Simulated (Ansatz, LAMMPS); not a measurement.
**Structural relaxation of glassy 48SiO2-24B2O3-14Na2O-14MgO (mol %) (97 atoms)**

Wanted: the relaxed structure of glassy 48SiO2-24B2O3-14Na2O-14MgO (mol %) (97 atoms) and its electronic structure.

Main program and level: Ansatz 0.2.0; Kohn-Sham DFT, PBE, PAW (set soft_2), plane waves.

Report form: the programs' logs are mostly left out.

**1. Set-up**

The cell holds 97 atoms: 14 Si, 14 B, 8 Na, 4 Mg and 57 O. Cell: a = 10.602 Å, b = 10.602 Å, c = 10.602 Å, α = 90.0°, β = 90.0°, γ = 90.0°. 97 atoms (14 Si, 14 B, 8 Na, 4 Mg, 57 O) placed at random at 2.27 g/cm³, melted at 3000 K for 20 ps at fixed volume with the Buckingham and Coulomb pair potential of Guillot and Sator (Geochim. Cosmochim. Acta 71, 1249 (2007)) with the boron terms of Wang et al. (J. Non-Cryst. Solids 498, 294 (2018)). Quenched from 3000 K to 300 K at 50 K/ps and fixed volume, held 10 ps at zero pressure.

What the set-up can't give: The quench rate of 50 K/ps is orders of magnitude faster than experiment, which tends to freeze in extra defects. The starting topology of bonds comes from the classical model. Only the Γ point is sampled, in a cell whose shortest periodic width is 11 Å.

**2. The classical run that made the cell**

A classical potential makes the cell, at a small fraction of what the same run would cost in DFT.

This step: classical MD, Buckingham and Coulomb pair potential of Guillot and Sator (Geochim. Cosmochim. Acta 71, 1249 (2007)) with the boron terms of Wang et al. (J. Non-Cryst. Solids 498, 294 (2018)) (LAMMPS 22 Jul 2025 - Update 4).

Contents of in.lmp:

```
# melt-quench of Si14B14Na8Mg4O57
units metal
atom_style charge
boundary p p p
region box block 0 10.8356 0 10.8356 0 10.8356
create_box 5 box
mass 1 28.0850   # Si
mass 2 10.8100   # B
mass 3 22.9898   # Na
mass 4 24.3050   # Mg
mass 5 15.9990   # O
create_atoms 1 random 14 538742 NULL overlap 1.5 maxtry 2000
create_atoms 2 random 14 538749 NULL overlap 1.5 maxtry 2000
create_atoms 3 random 8 538756 NULL overlap 1.5 maxtry 2000
create_atoms 4 random 4 538763 NULL overlap 1.5 maxtry 2000
create_atoms 5 random 57 538770 NULL overlap 1.5 maxtry 2000
pair_style buck/coul/long 9.0
pair_coeff * * 0.0 1.0 0.0
pair_coeff 1 5 50306.10 0.161 46.2978   # Si-O
pair_coeff 2 5 206941.81 0.124 35.0018   # B-O
pair_coeff 3 5 120303.80 0.17 0   # Na-O
pair_coeff 4 5 32652.64 0.178 27.281   # Mg-O
pair_coeff 5 5 9022.79 0.265 85.0921   # O-O
pair_coeff 2 2 484.40 0.35 0.0   # B-B
pair_coeff 1 2 337.70 0.29 0.0   # Si-B
set type 1 charge 1.89
set type 2 charge 1.4175
set type 3 charge 0.4725
set type 4 charge 0.945
set type 5 charge -0.945
kspace_style pppm 1.0e-4
neigh_modify delay 0 every 1 check yes
thermo_style custom step time temp pe press density
thermo_modify norm yes
# [... 17 lines left out ...]
fix md all nvt temp 3000 300 0.1
run 54000 post no
unfix md
thermo 3333
fix md all npt temp 300 300 0.1 iso 0 0 1
run 10000 post no
unfix md
write_dump all custom glass.dump id type xs ys zs modify sort id
```

Launch:

```bash
lmp -in in.lmp -log none -nocite
```

The job ended after 35 s (1 thread of Arm Neoverse V2, shared host; peak memory 0.07 GiB).

**3. Single point at the start**

The forces at the start show how far the geometry lies from a minimum of this functional.

Contents of input.yaml:

```yaml
crystal:
  lattice:
    - [10.60201, 0.0, 0.0]
    - [0.0, 10.60201, 0.0]
    - [0.0, 0.0, 10.60201]
  atoms:
    - { symbol: Si, position: [0.02586, 0.73957, 0.49445] }
    - { symbol: Si, position: [0.53994, 0.85941, 0.84515] }
    - { symbol: Si, position: [0.71302, 0.50522, 0.50854] }
    - { symbol: Si, position: [0.23062, 0.12206, 0.90331] }
    - { symbol: Si, position: [0.8996, 0.4344, 0.82878] }
    - { symbol: Si, position: [0.65015, 0.12474, 0.84111] }
    - { symbol: Si, position: [0.07984, 0.78712, 0.75722] }
    - { symbol: Si, position: [0.74217, 0.67147, 0.92817] }
    - { symbol: Si, position: [0.57708, 0.50423, 0.10823] }
    - { symbol: Si, position: [0.18169, 0.87144, 0.06621] }
    - { symbol: Si, position: [0.44558, 0.48114, 0.78305] }
    - { symbol: Si, position: [0.52852, 0.86747, 0.36542] }
    - { symbol: Si, position: [0.82173, 0.92113, 0.37883] }
    - { symbol: Si, position: [0.45783, 0.57106, 0.37428] }
    - { symbol: B, position: [0.00259, 0.26207, 0.22693] }
    - { symbol: B, position: [0.2918, 0.36186, 0.95438] }
    - { symbol: B, position: [0.31853, 0.81845, 0.68091] }
    - { symbol: B, position: [0.34838, 0.00562, 0.4975] }
    - { symbol: B, position: [0.29863, 0.57577, 0.57427] }
    - { symbol: B, position: [0.43209, 0.83454, 0.09754] }
    - { symbol: B, position: [0.18058, 0.88623, 0.33188] }
    - { symbol: B, position: [0.0876, 0.41256, 0.04166] }
    - { symbol: B, position: [0.52777, 0.26066, 0.06188] }
    - { symbol: B, position: [0.67473, 0.34326, 0.72846] }
    - { symbol: B, position: [0.95586, 0.83222, 0.98181] }
    - { symbol: B, position: [0.06944, 0.53938, 0.66344] }
    - { symbol: B, position: [0.79001, 0.41182, 0.2765] }
    - { symbol: B, position: [0.93478, 0.03891, 0.15011] }
    - { symbol: Na, position: [0.87996, 0.22649, 0.53475] }
    - { symbol: Na, position: [0.2799, 0.20069, 0.24808] }
    - { symbol: Na, position: [0.23448, 0.28017, 0.65008] }
    - { symbol: Na, position: [0.5609, 0.17057, 0.3858] }
    - { symbol: Na, position: [0.11503, 0.07504, 0.53802] }
    - { symbol: Na, position: [0.1294, 0.42821, 0.39334] }
    - { symbol: Na, position: [0.80526, 0.89717, 0.68596] }
    - { symbol: Na, position: [0.8534, 0.67099, 0.2177] }
    - { symbol: Mg, position: [0.95864, 0.10264, 0.9194] }
    - { symbol: Mg, position: [0.23584, 0.63879, 0.92052] }
    - { symbol: Mg, position: [0.52642, 0.68966, 0.6082] }
    - { symbol: Mg, position: [0.45911, 0.10028, 0.66688] }
    - { symbol: O, position: [0.82635, 0.56474, 0.85959] }
    - { symbol: O, position: [0.50271, 0.38795, 0.04124] }
    - { symbol: O, position: [0.88004, 0.99141, 0.25957] }
    - { symbol: O, position: [0.26608, 0.24039, 0.00055] }
    - { symbol: O, position: [0.82017, 0.02432, 0.4977] }
    - { symbol: O, position: [0.06641, 0.21413, 0.34026] }
    - { symbol: O, position: [0.70031, 0.44446, 0.18032] }
    - { symbol: O, position: [0.20524, 0.45869, 0.00058] }
    - { symbol: O, position: [0.48145, 0.56007, 0.22229] }
    - { symbol: O, position: [0.95071, 0.95074, 0.05268] }
    - { symbol: O, position: [0.49289, 0.21997, 0.18589] }
    - { symbol: O, position: [0.41665, 0.54068, 0.64689] }
    - { symbol: O, position: [0.46462, 0.86869, 0.22333] }
    - { symbol: O, position: [0.3128, 0.93336, 0.61095] }
    - { symbol: O, position: [0.31116, 0.79334, 0.07335] }
    - { symbol: O, position: [0.48279, 0.96338, 0.47147] }
    - { symbol: O, position: [0.06744, 0.63189, 0.7662] }
    - { symbol: O, position: [0.84817, 0.7503, 0.00512] }
    - { symbol: O, position: [0.07694, 0.76662, 0.01159] }
    - { symbol: O, position: [0.22872, 0.81939, 0.7937] }
    - { symbol: O, position: [0.49498, 0.72298, 0.4208] }
    - { symbol: O, position: [0.01909, 0.60102, 0.5539] }
    - { symbol: O, position: [0.78829, 0.07489, 0.87438] }
    - { symbol: O, position: [0.34538, 0.37278, 0.83443] }
    - { symbol: O, position: [0.32005, 0.54159, 0.43919] }
    - { symbol: O, position: [0.58428, 0.99689, 0.80102] }
    - { symbol: O, position: [0.27675, 0.70929, 0.60391] }
    - { symbol: O, position: [0.35226, 0.14071, 0.52074] }
    - { symbol: O, position: [0.13664, 0.77671, 0.39188] }
    - { symbol: O, position: [0.64063, 0.61745, 0.03088] }
    - { symbol: O, position: [0.61256, 0.22263, 0.72683] }
    - { symbol: O, position: [0.70284, 0.63758, 0.57654] }
    - { symbol: O, position: [0.67801, 0.87953, 0.34895] }
    - { symbol: O, position: [0.89328, 0.788, 0.41724] }
    - { symbol: O, position: [0.98872, 0.40701, 0.95795] }
    - { symbol: O, position: [0.79846, 0.49634, 0.37835] }
    - { symbol: O, position: [0.59286, 0.44353, 0.77332] }
    - { symbol: O, position: [0.72374, 0.38247, 0.60323] }
    [... 13 atom lines left out ...]
    - { symbol: O, position: [0.07511, 0.36351, 0.16032] }
    - { symbol: O, position: [0.14286, 0.90968, 0.207] }
    - { symbol: O, position: [0.88361, 0.31608, 0.26173] }
    - { symbol: O, position: [0.98323, 0.44146, 0.7037] }
    - { symbol: O, position: [0.19407, 0.9983, 0.98769] }
    - { symbol: O, position: [0.35184, 0.0919, 0.81904] }
kpoints:
  mp_grid: { grid: [1, 1, 1] }
hamiltonian:
  xc: pbe
scf:
  occupations: { method: gaussian, width: 0.025 }
output:
  forces: true
  stress: true
  populations: intrinsic
  dos:
    method: { smearing: { sigma: 0.08 } }
    de: 0.1
    projected: { site_lists: { B: [B], Mg: [Mg], Na: [Na], O: [O], Si: [Si] } }
  eigenvalues: true
```

Launch:

```bash
ansatz run input.yaml --threads 4 --pin off --max-ram 8192MiB --backend cpu --events-out ev --progress --plain --runs-dir out
```

Wall time 19 s (4 threads of Arm Neoverse V2, shared host); peak memory 1.5 GiB; 72 s of CPU time.

Read from the output:

| Property | Result |
| --- | --- |
| free energy | -63102.3618 eV |
| free energy per atom | -650.5398 eV/atom |
| SCF cycles | 10 |
| pressure | -0.5627 GPa |
| r.m.s. force component | 1.142 eV/Å |
| longest force | 6.033 eV/Å |
| Fermi energy | 5.866 eV |
| gap (highest filled to lowest empty level) | 2.341 eV |

The r.m.s. force component of 1.1 eV/Å and the pressure of -0.56 GPa set the starting point.

Length of the force by element:

| element | coordination | atoms | mean length of the force (eV/Å) | spread | least | most |
| --- | --- | --- | --- | --- | --- | --- |
| B | all | 14 | 2.21 | 0.914 | 0.928 | 4.93 |
| Mg | all | 4 | 0.928 | 0.560 | 0.221 | 1.77 |
| Na | all | 8 | 0.440 | 0.223 | 0.164 | 0.753 |
| O | all | 57 | 1.61 | 0.843 | 0.327 | 5.19 |
| Si | all | 14 | 2.41 | 1.31 | 0.735 | 6.03 |

**4. Relaxation**

The atoms are relaxed in the fixed cell, aiming at the force tolerance of the input.

input.yaml, the sections that differ from step 3:

```yaml
output:
  forces: true
relax:
  f_tol: 0.05
  max_steps: 200
# crystal, kpoints, hamiltonian, scf: as in step 3
```

Elapsed: 5.8 min, on 4 threads; peak memory 1.5 GiB.

Step by step (22 of 38):

| step | energy less that of the first step (eV) | largest force component (eV/Å) |
| --- | --- | --- |
| 1 | 0.0000 | 5.1167 |
| 3 | -6.3211 | 0.8671 |
| 5 | -7.0915 | 0.5189 |
| 6 | -7.2566 | 0.3848 |
| 8 | -7.4990 | 0.4163 |
| 10 | -7.7065 | 0.4493 |
| 12 | -7.9356 | 0.2034 |
| 13 | -7.9856 | 0.5780 |
| 15 | -8.0666 | 0.1405 |
| 17 | -8.1101 | 0.1462 |
| 19 | -8.1464 | 0.1352 |
| 20 | -8.1791 | 0.1940 |
| 22 | -8.1638 | 0.3615 |
| 24 | -8.2195 | 0.1112 |
| 26 | -8.2274 | 0.0869 |
| 27 | -8.2326 | 0.0602 |
| 29 | -8.2860 | 0.1884 |
| 31 | -8.3984 | 0.2902 |
| 33 | -8.5077 | 0.1540 |
| 34 | -8.5359 | 0.1766 |
| 36 | -8.5513 | 0.0637 |
| 38 | -8.5571 | 0.0487 |

Relaxation steps 14, 22, 37 were tried and not accepted.

The atoms that moved most (Å):

| atom | dx | dy | dz | length |
| --- | --- | --- | --- | --- |
| Na35 | 0.503 | 1.027 | 0.459 | 1.232 |
| Mg37 | -0.562 | 0.997 | 0.215 | 1.164 |
| O97 | -0.843 | 0.430 | -0.584 | 1.113 |
| O42 | 0.895 | -0.262 | 0.340 | 0.992 |
| O76 | 0.105 | -0.874 | 0.440 | 0.984 |
| O47 | 0.335 | 0.649 | 0.532 | 0.904 |
| O89 | -0.781 | -0.429 | 0.051 | 0.892 |
| Na33 | 0.372 | -0.280 | 0.716 | 0.855 |

The relaxation changed the energy by -88.2 meV/atom, and atoms moved by 0.46 Å r.m.s., 1.2 Å at most.

**5. Local order after relaxation**

Bonds before and after, by the cutoffs listed below:

| pair | bonds before | bonds after | mean before (Å) | mean after (Å) | spread before (Å) | spread after (Å) |
| --- | --- | --- | --- | --- | --- | --- |
| O-B | 49 | 49 | 1.442 | 1.446 | 0.041 | 0.073 |
| O-Si | 56 | 56 | 1.636 | 1.642 | 0.035 | 0.033 |
| O-Mg | 18 | 19 | 2.133 | 2.083 | 0.178 | 0.128 |

Density 2.42 g/cm³, 12.29 Å³ an atom.

g(r), total and by pair (bins of 0.2 Å):

| r (Å) | total | O-O | O-B | O-Si | O-Na | O-Mg | B-B |
| --- | --- | --- | --- | --- | --- | --- | --- |
| 1.30 | 0.92 | 0.00 | 5.40 | 0.00 | 0.00 | 0.00 | 0.00 |
| 1.50 | 1.67 | 0.00 | 8.41 | 1.44 | 0.00 | 0.00 | 0.00 |
| 1.70 | 1.89 | 0.00 | 0.23 | 10.95 | 0.00 | 0.00 | 0.00 |
| 1.90 | 0.19 | 0.00 | 0.00 | 0.00 | 0.00 | 3.85 | 0.00 |
| 2.10 | 0.18 | 0.00 | 0.00 | 0.00 | 0.00 | 3.73 | 0.00 |
| 2.30 | 0.89 | 1.25 | 0.12 | 0.11 | 3.33 | 1.61 | 0.97 |
| 2.50 | 1.21 | 2.66 | 0.00 | 0.00 | 2.02 | 0.64 | 1.46 |
| 2.70 | 1.28 | 2.76 | 0.08 | 0.00 | 0.72 | 0.00 | 3.31 |
| 2.90 | 0.85 | 0.76 | 0.21 | 0.21 | 0.75 | 0.47 | 0.60 |
| 3.10 | 0.86 | 0.67 | 0.98 | 0.79 | 0.42 | 0.43 | 0.00 |
| 3.30 | 1.04 | 0.78 | 1.42 | 1.14 | 0.68 | 1.53 | 0.00 |
| 3.50 | 0.88 | 0.52 | 1.50 | 1.21 | 0.42 | 1.17 | 0.00 |
| 3.70 | 1.00 | 0.56 | 1.81 | 1.04 | 1.22 | 1.03 | 1.07 |
| 3.90 | 1.19 | 0.87 | 1.52 | 1.87 | 1.02 | 0.97 | 0.94 |
| 4.10 | 0.98 | 0.74 | 0.95 | 1.46 | 1.24 | 1.73 | 0.59 |
| 4.30 | 1.00 | 1.13 | 0.52 | 1.20 | 1.18 | 1.00 | 1.04 |
| 4.50 | 0.99 | 1.14 | 0.65 | 0.77 | 1.39 | 1.66 | 1.19 |
| 4.70 | 1.13 | 1.52 | 0.89 | 0.85 | 0.91 | 0.58 | 1.32 |
| 4.90 | 1.07 | 1.31 | 0.82 | 0.89 | 1.17 | 0.87 | 0.61 |
| 5.10 | 0.96 | 1.04 | 0.98 | 0.76 | 0.68 | 1.12 | 1.67 |

Bonds by pair of elements; cutoffs follow the first minimum of g(r), held within bounds set by covalent radii, and pairs that aren't listed don't count as bonded:

| pair A-B | cutoff (Å) | bonds | mean length (Å) | spread (Å) | shortest (Å) | B about A | A about B |
| --- | --- | --- | --- | --- | --- | --- | --- |
| O-B | 1.83 | 49 | 1.45 | 0.073 | 1.32 | 0.86 | 3.5 |
| O-Si | 2.08 | 56 | 1.64 | 0.033 | 1.58 | 0.982 | 4 |
| O-Na | 2.73 | 32 | 2.41 | 0.124 | 2.22 | 0.561 | 4 |
| O-Mg | 2.43 | 19 | 2.08 | 0.128 | 1.90 | 0.333 | 4.75 |

The cutoff for O-Na falls short of the minimum of g(r), so counts run low and odd coordinations can be artefacts.

How many atoms have how many bonded neighbours:

| element | mean | 2 | 3 | 4 | 5 |
| --- | --- | --- | --- | --- | --- |
| B | 3.5 | 0 | 7 | 7 | 0 |
| Mg | 4.75 | 0 | 0 | 1 | 3 |
| Na | 4 | 0 | 2 | 4 | 2 |
| O | 2.74 | 22 | 28 | 7 | 0 |
| Si | 4 | 0 | 0 | 14 | 0 |

Bond angles (no mean is given where the spread exceeds 20°):

| angle | count | mean (°) | spread (°) |
| --- | --- | --- | --- |
| O-Si-O | 84 | 109 | 6.7 |
| O-B-O | 63 | 113 | 6.6 |
| O-Na-O | 50 | - | - |
| O-Mg-O | 36 | - | - |
| B-O-Na | 28 | 108 | 17.7 |

Oxygen atoms by the number of network formers (Si, P, Ge, B, Al, As, Ga) bound to them:

| network formers bound to O | O atoms | per cent |
| --- | --- | --- |
| 0 | 0 | 0 |
| 1 | 9 | 15.8 |
| 2 | 48 | 84.2 |

Network units: each former by its oxygen neighbours and how many of them bridge to another former:

| former | O neighbours | bridging O | atoms |
| --- | --- | --- | --- |
| Si | 4 | 2 | 1 |
| Si | 4 | 3 | 4 |
| Si | 4 | 4 | 9 |
| B | 3 | 2 | 1 |
| B | 3 | 3 | 6 |
| B | 4 | 3 | 2 |
| B | 4 | 4 | 5 |

Bond length by coordination (bonds to H left out):

| element | coordination | atoms | mean bond length (Å) |
| --- | --- | --- | --- |
| B | 3 | 7 | 1.38 |
| B | 4 | 7 | 1.50 |
| Mg | 4 | 1 | 2.03 |
| Mg | 5 | 3 | 2.10 |
| Na | 3 | 2 | 2.31 |
| Na | 4 | 4 | 2.41 |
| Na | 5 | 2 | 2.47 |
| O | 2 | 22 | 1.56 |
| O | 3 | 28 | 1.85 |
| O | 4 | 7 | 1.99 |

Rings of the network by King's shortest-path rule, up to 12 atoms, one path for each pair of neighbours; H, halogens, alkali and alkaline-earth atoms are left out, and the last column divides by all other atoms, bonded or not:

| ring size (atoms) | rings | per network atom |
| --- | --- | --- |
| 6 | 1 | 0.012 |
| 8 | 2 | 0.024 |
| 10 | 6 | 0.071 |
| 12 | 8 | 0.094 |

First main peaks of g(r), for some of the pairs, lie near 1.4 Å (O-B), 1.6 Å (O-Si), 2.4 Å (O-Na) and 2.0 Å (O-Mg). The O-Si-O angle averages 109° with a spread of 7°. 84 % of the oxygens bridge two formers (Si and B) and 16 % are non-bridging. The commonest B unit has 3 oxygens, 3 of them shared with other formers (6 of 14 atoms). Rings of 12 atoms are the most common (47 % of those counted); sizes run from 6 to 12, where the search stops.

[end of part 1 of 2]

[Logs are printed without paths, hosts, clocks, repeated set-up lines and the standing remarks that a program may print on its own settings, such as how far it seeks lower states.]

[Hosts, paths, dates, database ids (printed as entryN), source tags and the programs' standing remarks are cut or masked in the printed files.]
